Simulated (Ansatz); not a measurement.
Two G0W0 runs on ZnSb (Pbca).

Symmetry: Pbca, No. 61, orthorhombic system. Conventional cell: a = 6.218 Å, b = 7.741 Å, c = 8.115 Å, α = 90.00°, β = 90.00°, γ = 90.00°. Zn has 4 Sb at 2.64 to 2.94 Å and 1 Zn at 2.82 Å nearest. Nearest to Sb lie 4 Zn at 2.64 to 2.94 Å and 1 Sb at 2.81 Å. Farther neighbours are not listed.

```xyz
16
Lattice="6.2180 0.0000 0.0000 0.0000 7.7410 0.0000 0.0000 0.0000 8.1150" Properties=species:S:1:pos:R:3 pbc="T T T"
Zn    2.8224    0.8631    7.0381
Zn    0.2866    6.8779    2.9806
Zn    5.9314    3.0074    1.0769
Zn    3.3956    4.7336    5.1344
Zn    3.3956    6.8779    1.0769
Zn    5.9314    0.8631    5.1344
Zn    0.2866    4.7336    7.0381
Zn    2.8224    3.0074    2.9806
Sb    0.8830    0.6510    0.8789
Sb    2.2260    7.0900    4.9364
Sb    3.9920    3.2195    7.2361
Sb    5.3350    4.5215    3.1786
Sb    5.3350    7.0900    7.2361
Sb    3.9920    0.6510    3.1786
Sb    2.2260    4.5215    0.8789
Sb    0.8830    3.2195    4.9364
```

The cell and positions come from the Crystallography Open Database and are kept as given unless a step says otherwise. Spin-orbit coupling is left out unless a run names it. PAW set soft_2, made with PBE.

The first (Ansatz 0.2.0; start r2SCAN, 2×2×2 mesh, 412 empty bands, screening to 60 eV; 1 × NVIDIA GB200 (shared by 2 runs) with 24 threads of Arm Neoverse V2, shared host) gave, on its mesh: starting gap 0.63 eV, G0W0 gap 0.69 eV, RPA ε∞ (mean) 36.71, 9.8 s.

Q: The second changes files from default PAW to hard PAW. What does it give?

It gave: starting gap 0.63 eV, G0W0 gap 0.68 eV, RPA ε∞ (mean) 36.55, 18 s. The G0W0 gap moves by −0.01 eV, +0.003 eV from the start and −0.01 eV from the correction.

Limits: not at the basis limit; mesh may overstate the screening; no spin-orbit coupling; coarse k mesh.

[Paths, hosts, dates, memory and timing lines, banners, echoed tables and standing remarks are left out of the program output.]

[Logs are printed without paths, hosts, clocks, repeated set-up lines and the standing remarks that a program may print on its own settings, such as how far it seeks lower states.]

[Runs of the session that timed out or met a known fault of the program may be left out.]

[Cells called generated may have been cut or substituted from an entry of the Crystallography Open Database or the Materials Project.]

[Hosts, paths, dates, database ids (printed as entryN), source tags and the programs' standing remarks are cut or masked in the printed files.]
